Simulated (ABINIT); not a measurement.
An input for ABINIT 10.8.3 (SrTiO3 (Tausonite)):

```
acell 3*1.0 Angstrom
rprim 
  3.905280000000 0.000000000000 0.000000000000
  0.000000000000 3.905280000000 0.000000000000
  0.000000000000 0.000000000000 3.905280000000
ntypat 3
znucl 38 22 8
natom 5
typat 1 2 3 3 3
xred 
  0.500000000000 0.500000000000 0.500000000000
  0.000000000000 0.000000000000 0.000000000000
  0.500000000000 0.000000000000 0.000000000000
  0.000000000000 0.500000000000 0.000000000000
  0.000000000000 0.000000000000 0.500000000000
pp_dirpath "pseudos"
pseudos "Sr.upf, Ti.upf, O.upf"
ecut 38
ngkpt 6 6 6
nshiftk 1
shiftk 0 0 0
kptopt 1
chksymbreak 0
nband 26
occopt 1
tolvrs 1e-10
nstep 60
prtwf 0
optforces 0
optstress 0
indata_prefix "in"
outdata_prefix "out"
tmpdata_prefix "tmp"
```

```sh
OMP_NUM_THREADS=1 mpirun -n 8 abinit run.abi > log
```

**Question.** Estimate wall time and host memory on 8 MPI ranks of Arm Neoverse N1, shared host.

It took 43 s; on shared hardware allow 22 s to 87 s. Peak host memory was 0.69 GiB.

[Paths, hosts, dates, memory and timing lines, banners, echoed tables and standing remarks are left out of the program output.]

[Logs are printed without paths, hosts, clocks, repeated set-up lines and the standing remarks that a program may print on its own settings, such as how far it seeks lower states.]

[Runs of the session that timed out or met a known fault of the program may be left out.]

[Hosts, paths, dates, database ids (printed as entryN), source tags and the programs' standing remarks are cut or masked in the printed files.]

[G0W0 gaps are taken among the corrected bands and points alone; a level outside them can change the order at an edge.]

[Where Ansatz stands beside ABINIT at settings called matched, ABINIT's density can come from a denser mesh and the files from another edition; pairs whose starting gaps differed by over 0.03 eV were left out, so agreement reads better than it is.]
